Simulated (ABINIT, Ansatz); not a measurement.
# KCaCl3 (Pm-3m): Bethe-Salpeter spectra with ABINIT, part 2 of 2

Aim: the absorption spectrum of KCaCl3 (Pm-3m) with electron-hole interaction, and what each part of the kernel does.

ABINIT 10.8.3 and Ansatz 0.2.0; PBEsol and many-body steps on it, plane waves. Known limits of the many-body steps: not at the basis limit; coarse k mesh; bindings not settled in the k mesh.

So far. Step 5 (Excitons): The lowest state lies at 5.936 eV, 1.394 eV under the direct gap. Step 6 (Triplet (no exchange term)): The lowest triplet lies at 5.879 eV; without spin-orbit coupling triplets are dark, so no spectrum is read.

### Step 7. Beyond Tamm-Dancoff

Level of this step: Bethe-Salpeter equation on PBEsol with a scissors shift, plane waves, norm-conserving pseudopotentials (ABINIT).

The input, run.abi:

```
acell 3*1.0 Angstrom
rprim 
  5.393523000000 0.000000000000 0.000000000000
  0.000000000000 5.393523000000 0.000000000000
  0.000000000000 0.000000000000 5.393523000000
ntypat 3
znucl 19 20 17
natom 5
typat 1 2 3 3 3
xred 
  0.000000000000 0.000000000000 0.000000000000
  0.500000000000 0.500000000000 0.500000000000
  0.000000000000 0.500000000000 0.500000000000
  0.500000000000 0.000000000000 0.500000000000
  0.500000000000 0.500000000000 0.000000000000
pp_dirpath "pseudos"
pseudos "K.upf, Ca.upf, Cl.upf"
ecut 33
ngkpt 2 2 2
nshiftk 1
shiftk 0 0 0
kptopt 1
chksymbreak 0
istwfk *1
occopt 1
irdwfk 1
optdriver 99
bs_calctype 1
mbpt_sciss 2.394 eV
bs_loband 12
nband 28
bs_exchange_term 1
bs_coulomb_term 11
bs_coupling 1
bs_algorithm 1
bs_freq_mesh 0 11 0.1 eV
zcut 0.15 eV
ecuteps 3.6
ecutwfn 16.5
inclvkb 2
irdscr 1
indata_prefix "in"
outdata_prefix "out"
tmpdata_prefix "tmp"
```

Started as:

```console
$ OMP_NUM_THREADS=1 mpirun -n 4 abinit run.abi > log
```

Numbers of over 12 decimals in the logs are rounded to 6 here.

The log of the run:

```text
.Version 10.8.3 of ABINIT. v10.8.2 released Aug 2026.

 Symmetries : space group Pm -3 m (#221); Bravais cP (primitive cubic)
[... echo of the input left out ...]
== DATASET  1 ==================================================================
-   mpi_nproc: 4, omp_nthreads: 1 (-1 if OMP is not activated)

--- !DatasetInfo
iteration_state: {dtset: 1, }
dimensions: {natom: 5, nkpt: 4, mband: 28, nsppol: 1, nspinor: 1, nspden: 1, mpw: 3448, }
cutoff_energies: {ecut:  16.5, pawecutdg:  -1.0, }
electrons: {nelect:   4.00000000E+01, charge:   0.00000000E+00, occopt:   1.00000000E+00, tsmear:   1.00000000E-02, }

 Exciton: Calculation of dielectric properties by solving the Bethe-Salpeter equation
 in frequency domain and reciprocal space on a transitions basis set.
 Based on a program developed by L. Reining, V. Olevano, F. Sottile,
 S. Albrecht, and G. Onida. Incorporated in ABINIT by M. Giantomassi.

.Using double precision arithmetic ; gwpc =  8

[... cell and pseudopotentials left out ...]
--------------------------------------------------------------------------------

 ==== K-mesh for the wavefunctions ====
 Number of points in the irreducible wedge :     4
[... list of points left out ...]
 Together with 48 symmetry operations and time-reversal symmetry
 yields     8 points in the full Brillouin Zone.

 ==== Q-mesh for the screening function ====
 Number of points in the irreducible wedge :     4
[... list of points left out ...]
 Together with 48 symmetry operations and time-reversal symmetry
 yields     8 points in the full Brillouin Zone.

 vcoul_init : cutoff-mode = AUXILIARY_FUNCTION
 q-points for optical limit:   1
     1)      0.000010    0.000020    0.000030
 setmesh: FFT mesh size selected  =    27x   27x   27
          total number of points  =        19683
[...]
q = (  0.000000  0.000000  1.622152) [r.l.u.]
 q = (  1.622152  0.000000  0.000000) [r.l.u.]
 q = (  0.000000  1.622152  0.000000) [r.l.u.]
 q = (  0.000000  0.000000  1.622152) [r.l.u.]
 Number of electrons calculated from density =   39.9954; Expected =   40.0000
 average of density, n =  0.037774
 r_s =    1.8489
 omega_plasma =   18.7479 [eV]

. Writing resonant excitonic Hamiltonian on file out_BSR; file size=   0.00 [Gb].
. Writing coupling excitonic Hamiltonian on file out_BSC; file size=   0.00 [Gb].
. Direct diagonalization of the full excitonic Hamiltonian, Matrix size= 1152
. Using LAPACK sequential version to solve FHv = ev with H positive definite.
 First excitonic eigenvalue:    5.94 [eV].
 Last  excitonic eigenvalue:   13.16 [eV].

 GW  direct gap       7.33  0.00 [eV]
 EXC direct gap       5.94  0.00 [eV]
 EXC binding energy   1.39  0.00 [eV]

 Excitonic eigenvalues up to the GW energy gap [eV]
577 (  5.94  0.00)
578 (  5.94  0.00)
579 (  5.94  0.00)
[...]
602 (  7.27  0.00)
603 (  7.27  0.00)

 Macroscopic dielectric function:
 omega [eV] <KS_RPA_nlf>  <GW_RPA_nlf>  <BSE>
   0.0000   2.1673   0.0000   1.8707   0.0000   2.1007  -0.0000
   0.1000   2.1676   0.0007   1.8708   0.0003   2.1009   0.0006
   0.2000   2.1683   0.0015   1.8711   0.0006   2.1016   0.0013
[...]
0.8000   2.1835   0.0062   1.8771   0.0024   2.1147   0.0053
   0.9000   2.1879   0.0070   1.8788   0.0027   2.1185   0.0060

 Writing KS-RPA macroscopic dielectric function without local fields to file: out_RPA_NLF_MDF
 Writing GW-RPA macroscopic dielectric function without local fields to file: out_GW_NLF_MDF
 Writing EXC Macroscopic dielectric function to file: out_EXC_MDF

== END DATASET(S) ==============================================================
================================================================================

 -outvars: echo values of variables after computation  --------
           etotal      0.0000000000E+00
            nband          28
             nkpt           4
          spgroup         221
 [... the other variables as echoed above ...]

 Calculation completed.
```

The job ended after 76 s (4 MPI ranks of Arm Neoverse N1, shared host; peak memory 0.53 GiB).

Numbers from this step:

```yaml
direct_gap_of_the_transition_levels: 7.330 eV
transitions_in_the_window: 576
lowest_state: 5.94 eV
binding_of_the_lowest_state_below_the_direct_gap: 1.390 eV
coulomb_term_of_one_mesh_cell: 1.489 eV
```

The binding is 0.93 times the screened Coulomb term of one mesh cell (1.49 eV), so it is not shown settled.

The lowest state lies at 5.940 eV, 1.390 eV under the direct gap.

Mean over the three Cartesian directions of q; broadening 0.15 eV; transition window only. Limits: finite bands, cutoff and mesh; coarse k mesh; exciton not shown settled in the k mesh. Table of ε₂ by photon energy; read off at these points:

| photon energy (eV) | BSE | no electron-hole interaction | Kohn-Sham, no shift |
| --- | --- | --- | --- |
| 0.00 | 0 | 0 | 0 |
| 0.30 | 0.002 | 9.0e-4 | 0.0022 |
| 0.60 | 0.004 | 0.0018 | 0.0046 |
| 0.90 | 0.006 | 0.0027 | 0.007 |
| 1.20 | 0.0083 | 0.0037 | 0.0096 |
| 1.50 | 0.0107 | 0.0047 | 0.0126 |
| 1.80 | 0.0135 | 0.0058 | 0.0159 |
| 2.10 | 0.0166 | 0.0069 | 0.0198 |
| 2.40 | 0.0203 | 0.0082 | 0.0246 |
| 2.70 | 0.0248 | 0.0096 | 0.0305 |
| 2.90 | 0.0283 | 0.0107 | 0.0354 |
| 3.20 | 0.0346 | 0.0124 | 0.045 |
| 3.50 | 0.0428 | 0.0144 | 0.0587 |
| 3.80 | 0.0538 | 0.0167 | 0.0804 |
| 4.10 | 0.0693 | 0.0195 | 0.120 |
| 4.40 | 0.0925 | 0.0228 | 0.219 |
| 4.70 | 0.130 | 0.0269 | 0.664 |
| 5.00 | 0.201 | 0.0321 | 1.78 |
| 5.30 | 0.367 | 0.039 | 0.567 |
| 5.60 | 0.978 | 0.0483 | 0.821 |
| 5.90 | 4.92 | 0.0619 | 2.57 |
| 6.20 | 1.90 | 0.0837 | 2.68 |
| 6.50 | 3.63 | 0.124 | 1.22 |
| 6.60 | 3.76 | 0.147 | 1.43 |
| 6.80 | 2.10 | 0.225 | 3.31 |
| 7.10 | 1.85 | 0.687 | 3.68 |
| 7.40 | 3.58 | 1.74 | 5.10 |
| 7.60 | 9.02 | 0.690 | 3.40 |
| 7.70 | 7.11 | 0.565 | 2.92 |
| 8.00 | 2.53 | 0.840 | 3.70 |
| 8.20 | 2.37 | 1.99 | 3.54 |
| 8.50 | 1.75 | 4.02 | 2.61 |
| 8.80 | 2.26 | 1.28 | 2.69 |
| 9.10 | 1.58 | 2.12 | 3.00 |
| 9.40 | 0.747 | 3.24 | 1.11 |
| 9.70 | 1.13 | 6.07 | 0.401 |
| 10.00 | 0.904 | 3.36 | 0.282 |
| 10.30 | 0.897 | 3.75 | 0.164 |
| 10.60 | 0.402 | 3.49 | 0.100 |
| 10.90 | 0.254 | 2.60 | 0.0736 |

### Step 8. Dielectric constant by perturbation theory

This step: Ansatz 0.2.0; DFT, PBEsol, linear response to an electric field, plane waves, PAW.

ε∞ sets how strongly the crystal screens. Perturbation theory gives it with local fields and without a sum over empty bands.

The input, input.yaml:

```yaml
crystal:
  lattice:
    - [5.393523, 0.0, 0.0]
    - [0.0, 5.393523, 0.0]
    - [0.0, 0.0, 5.393523]
  atoms:
    - { symbol: K, position: [0.0, 0.0, 0.0] }
    - { symbol: Ca, position: [0.5, 0.5, 0.5] }
    - { symbol: Cl, position: [0.0, 0.5, 0.5] }
    - { symbol: Cl, position: [0.5, 0.0, 0.5] }
    - { symbol: Cl, position: [0.5, 0.5, 0.0] }
kpoints:
  mp_grid: { grid: [4, 4, 4] }
hamiltonian:
  xc: pbesol
scf:
  occupations: { method: fixed }
dielectric: {}
```

Started as:

```console
$ ansatz run input.yaml --threads 4 --pin off --max-ram 5529MiB --backend cpu --events-out ev --progress --plain --runs-dir out
```

The log of the run:

```text
Engine: ansatz 0.2.0, aarch64-unknown-linux-gnu
Pseudopotentials: kind: paw
Pseudopotential: K, paw, valence charge 9, recommended cutoff 420 eV (normal), K.paw.azcp
Pseudopotential: Ca, paw, valence charge 10, recommended cutoff 420 eV (normal), Ca.paw.azcp
Pseudopotential: Cl, paw, valence charge 7, recommended cutoff 420 eV (normal), Cl.paw.azcp
Functional definition: PBEsol
  exchange = pbesol_x
  correlation = pbesol_c
[...]
site 2:
[...]
site 3:
[...]
0.00000    0.00000   -0.86259
    site 4:
        -0.86259    0.00000    0.00000
        -0.00000   -0.86259    0.00000
        -0.00000    0.00000   -1.95251
  Z* charge neutrality: 4.900e-3 e pre-enforcement
  solved inside a basis spanned on kpoints, on 4×4×4 k-points, its susceptibility summed on 8×8×8: ε∞ is read to err by 5.6e-3, Z* by 1.2e-2 e (field_mesh: kpoints solves on kpoints); Z* is corrected for what the basis lacks
[key lines of the parts left out:]
SCF converged after 8 iterations
Free energy (F): -6503.161929 eV
Fermi energy:    1.070032 eV
```

The job ended after 25 s (4 threads; peak memory 0.68 GiB).

The field response gives a mean ε∞ of 2.58, which the model screening below takes as its input.

### Step 9. Model screening

This step: ABINIT 10.8.3; Bethe-Salpeter equation on PBEsol with a scissors shift, plane waves, norm-conserving pseudopotentials.

run.abi, as its differences from that of step 7:

```diff
@@ -30,8 +30,8 @@
 bs_loband 12
-nband 28
+nband 33
 bs_exchange_term 1
-bs_coulomb_term 11
-bs_coupling 1
-bs_algorithm 1
-bs_freq_mesh 0 11 0.1 eV
+bs_coulomb_term 21
+bs_coupling 0
+bs_algorithm 2
+bs_freq_mesh 0 13 0.1 eV
 zcut 0.15 eV
@@ -40,3 +40,6 @@
 inclvkb 2
-irdscr 1
+mdf_epsinf 2.58
+irdden 1
+bs_haydock_niter 300
+bs_haydock_tol -0.02 0
 indata_prefix "in"
```

Started as:

```console
$ OMP_NUM_THREADS=1 mpirun -n 4 abinit run.abi > log
```

The log of the run:

```text
.Version 10.8.3 of ABINIT. v10.8.2 released Aug 2026.

 Symmetries : space group Pm -3 m (#221); Bravais cP (primitive cubic)
[... echo of the input left out ...]
== DATASET  1 ==================================================================
-   mpi_nproc: 4, omp_nthreads: 1 (-1 if OMP is not activated)

--- !DatasetInfo
iteration_state: {dtset: 1, }
dimensions: {natom: 5, nkpt: 4, mband: 33, nsppol: 1, nspinor: 1, nspden: 1, mpw: 3448, }
cutoff_energies: {ecut:  16.5, pawecutdg:  -1.0, }
[...]
0.1000   2.3145   0.0008   1.9889   0.0003   2.2382   0.0006
   0.2000   2.3153   0.0016   1.9892   0.0006   2.2389   0.0013
[...]
0.8000   2.3314   0.0065   1.9956   0.0026   2.2520   0.0053
   0.9000   2.3360   0.0074   1.9975   0.0029   2.2558   0.0060

== END DATASET(S) ==============================================================
================================================================================

 -outvars: echo values of variables after computation  --------
           etotal      0.0000000000E+00
            nband          33
             nkpt           4
          spgroup         221
 [... the other variables as echoed above ...]

 Calculation completed.
```

It took 88 s on 4 MPI ranks; peak memory 0.5 GiB.

This step gave:

```yaml
direct_gap_of_the_transition_levels: 7.330 eV
transitions_in_the_window: 936
coulomb_term_of_one_mesh_cell: 1.471 eV
```

### Step 10. Two recursion steps

run.abi, as its differences from that of step 9:

```diff
@@ -30,8 +30,8 @@
 bs_loband 12
-nband 33
+nband 25
 bs_exchange_term 1
-bs_coulomb_term 21
+bs_coulomb_term 11
 bs_coupling 0
 bs_algorithm 2
-bs_freq_mesh 0 13 0.1 eV
+bs_freq_mesh 0 10 0.1 eV
 zcut 0.15 eV
@@ -40,6 +40,4 @@
 inclvkb 2
-mdf_epsinf 2.58
-irdden 1
-bs_haydock_niter 300
-bs_haydock_tol -0.02 0
+irdscr 1
+bs_haydock_niter 2
 indata_prefix "in"
```

The log of the run:

```text
.Version 10.8.3 of ABINIT. v10.8.2 released Aug 2026.

 Symmetries : space group Pm -3 m (#221); Bravais cP (primitive cubic)
[... echo of the input left out ...]
== DATASET  1 ==================================================================
-   mpi_nproc: 4, omp_nthreads: 1 (-1 if OMP is not activated)

--- !DatasetInfo
iteration_state: {dtset: 1, }
dimensions: {natom: 5, nkpt: 4, mband: 25, nsppol: 1, nspinor: 1, nspden: 1, mpw: 3448, }
cutoff_energies: {ecut:  16.5, pawecutdg:  -1.0, }
electrons: {nelect:   4.00000000E+01, charge:   0.00000000E+00, occopt:   1.00000000E+00, tsmear:   1.00000000E-02, }

 Exciton: Calculation of dielectric properties by solving the Bethe-Salpeter equation
 in frequency domain and reciprocal space on a transitions basis set.
 Based on a program developed by L. Reining, V. Olevano, F. Sottile,
 S. Albrecht, and G. Onida. Incorporated in ABINIT by M. Giantomassi.

.Using double precision arithmetic ; gwpc =  8

[... cell and pseudopotentials left out ...]
--------------------------------------------------------------------------------

 ==== K-mesh for the wavefunctions ====
 Number of points in the irreducible wedge :     4
[... list of points left out ...]
 Together with 48 symmetry operations and time-reversal symmetry
 yields     8 points in the full Brillouin Zone.

 ==== Q-mesh for the screening function ====
 Number of points in the irreducible wedge :     4
[... list of points left out ...]
 Together with 48 symmetry operations and time-reversal symmetry
 yields     8 points in the full Brillouin Zone.

 vcoul_init : cutoff-mode = AUXILIARY_FUNCTION
 q-points for optical limit:   1
     1)      0.000010    0.000020    0.000030
 setmesh: FFT mesh size selected  =    27x   27x   27
          total number of points  =        19683
[...]
q = (  1.622152  0.000000  0.000000) [r.l.u.]
 q = (  0.000000  1.622152  0.000000) [r.l.u.]
 q = (  0.000000  0.000000  1.622152) [r.l.u.]
 q = (  1.622152  0.000000  0.000000) [r.l.u.]
 q = (  0.000000  1.622152  0.000000) [r.l.u.]
 q = (  0.000000  0.000000  1.622152) [r.l.u.]
 Number of electrons calculated from density =   39.9954; Expected =   40.0000
 average of density, n =  0.037774
 r_s =    1.8489
 omega_plasma =   18.7479 [eV]

. Writing resonant excitonic Hamiltonian on file out_BSR; file size=   0.00 [Gb].
 Writing KS-RPA macroscopic dielectric function without local fields to file: out_RPA_NLF_MDF
 Writing GW-RPA macroscopic dielectric function without local fields to file: out_GW_NLF_MDF
 WARNING: Haydock algorithm did not converge within   2.00E-02 after 2 iterations.
 WARNING: Haydock algorithm did not converge within   2.00E-02 after 2 iterations.
 WARNING: Haydock algorithm did not converge within   2.00E-02 after 2 iterations.
 WARNING: Haydock algorithm did not converge within   2.00E-02 after 2 iterations.
 WARNING: Haydock algorithm did not converge within   2.00E-02 after 2 iterations.
 WARNING: Haydock algorithm did not converge within   2.00E-02 after 2 iterations.
 Writing EXC Macroscopic dielectric function to file: out_EXC_MDF

 Macroscopic dielectric function:
 omega [eV] <KS_RPA_nlf>  <GW_RPA_nlf>  <BSE>
   0.0000   1.8402   0.0000   1.6170   0.0000   1.3048   0.0000
   0.1000   1.8404   0.0006   1.6171   0.0002   1.3039  -0.0028
   0.2000   1.8410   0.0012   1.6173   0.0005   1.3011  -0.0056
[...]
0.8000   1.8532   0.0050   1.6219   0.0019   1.2404  -0.0268
   0.9000   1.8568   0.0057   1.6232   0.0021   1.2213  -0.0318

== END DATASET(S) ==============================================================
================================================================================

 -outvars: echo values of variables after computation  --------
           etotal      0.0000000000E+00
            nband          25
             nkpt           4
          spgroup         221
 [... the other variables as echoed above ...]

 Calculation completed.
```

Run time: 21 s. Hardware: 4 MPI ranks; peak memory 0.46 GiB.

The run ended normally, though the input holds a fault or crude settings.

The fault put into this input: two recursion steps.

### Step 11. The runs together

Times are wall times on 4 MPI ranks of Arm Neoverse N1, shared host, good to a factor of about two.

| run | mesh | transitions | broadening (eV) | direct gap (eV) | lowest state (eV) | binding (eV) | mesh cell's term (eV) | tallest peak (eV) | height | time |
| --- | --- | --- | --- | --- | --- | --- | --- | --- | --- | --- |
| excitons | 2×2×2 | 936 | 0.15 | 7.330 | 5.936 | 1.394 | 1.489 | 7.60 | 9.03 | 91 s |
| triplet (no exchange term) | 2×2×2 | 576 | 0.15 | 7.330 | 5.879 | 1.451 | 1.489 | - | - | 40 s |
| beyond Tamm-Dancoff | 2×2×2 | 576 | 0.15 | 7.330 | 5.940 | 1.390 | 1.489 | 7.60 | 9.02 | 76 s |
| model screening | 2×2×2 | 936 | 0.15 | 7.330 | - | - | 1.471 | 7.70 | 8.44 | 88 s |

### Step 12. What came out

```yaml
excitons: lowest state 5.936 eV (not settled in the k mesh)
triplet_no_exchange_term: lowest state 5.879 eV (not settled in the k mesh)
beyond_tamm_dancoff: lowest state 5.940 eV (not settled in the k mesh)
model_screening: tallest peak 7.7 eV
```

In words: On the 2×2×2 mesh the lowest exciton lies at 5.936 eV, 1.394 eV below the direct gap; one cell of the mesh carries a screened Coulomb term of 1.49 eV, so this binding is not shown settled. Triplet (no exchange term), against «excitons (2×2×2)»: the lowest state moves by −0.057 eV (keys changed: nband, bs_exchange_term and bs_freq_mesh). Triplets are dark. Beyond Tamm-Dancoff, against «excitons (2×2×2)»: the lowest state stays within 0.01 eV (keys changed: nband, bs_coupling and bs_freq_mesh). Model screening, against «excitons (2×2×2)»: the tallest peak goes from 7.60 eV to 7.70 eV (keys changed: bs_coulomb_term, bs_algorithm, irdscr, mdf_epsinf, irdden, bs_haydock_niter and bs_haydock_tol). For «beyond Tamm-Dancoff» the program prints the energy to 0.01 eV alone, so further digits and smaller shifts mean nothing. A rigid shift treats all transitions alike. In the G0W0 table the openings from the upper filled bands to the empty bands at the same k run from +2.41 to +3.89 eV (median +3.09), where the shift is +2.39 eV, so peaks stand off by such differences. Lines within a few meV of each other can be one level split by numerical noise, or distinct levels. Screening is static and electronic alone, and only transitions inside the band window count. The 2×2×2 mesh is coarse for this cell, which bears on the long-range parts of exchange and screening.

[Paths, hosts, dates, memory and timing lines, banners, echoed tables and standing remarks are left out of the program output.]

[Logs are printed without paths, hosts, clocks, repeated set-up lines and the standing remarks that a program may print on its own settings, such as how far it seeks lower states.]

[Runs of the session that timed out or met a known fault of the program may be left out.]

[Hosts, paths, dates, database ids (printed as entryN), source tags and the programs' standing remarks are cut or masked in the printed files.]

[G0W0 gaps are taken among the corrected bands and points alone; a level outside them can change the order at an edge.]

[Where Ansatz stands beside ABINIT at settings called matched, ABINIT's density can come from a denser mesh and the files from another edition; pairs whose starting gaps differed by over 0.03 eV were left out, so agreement reads better than it is.]
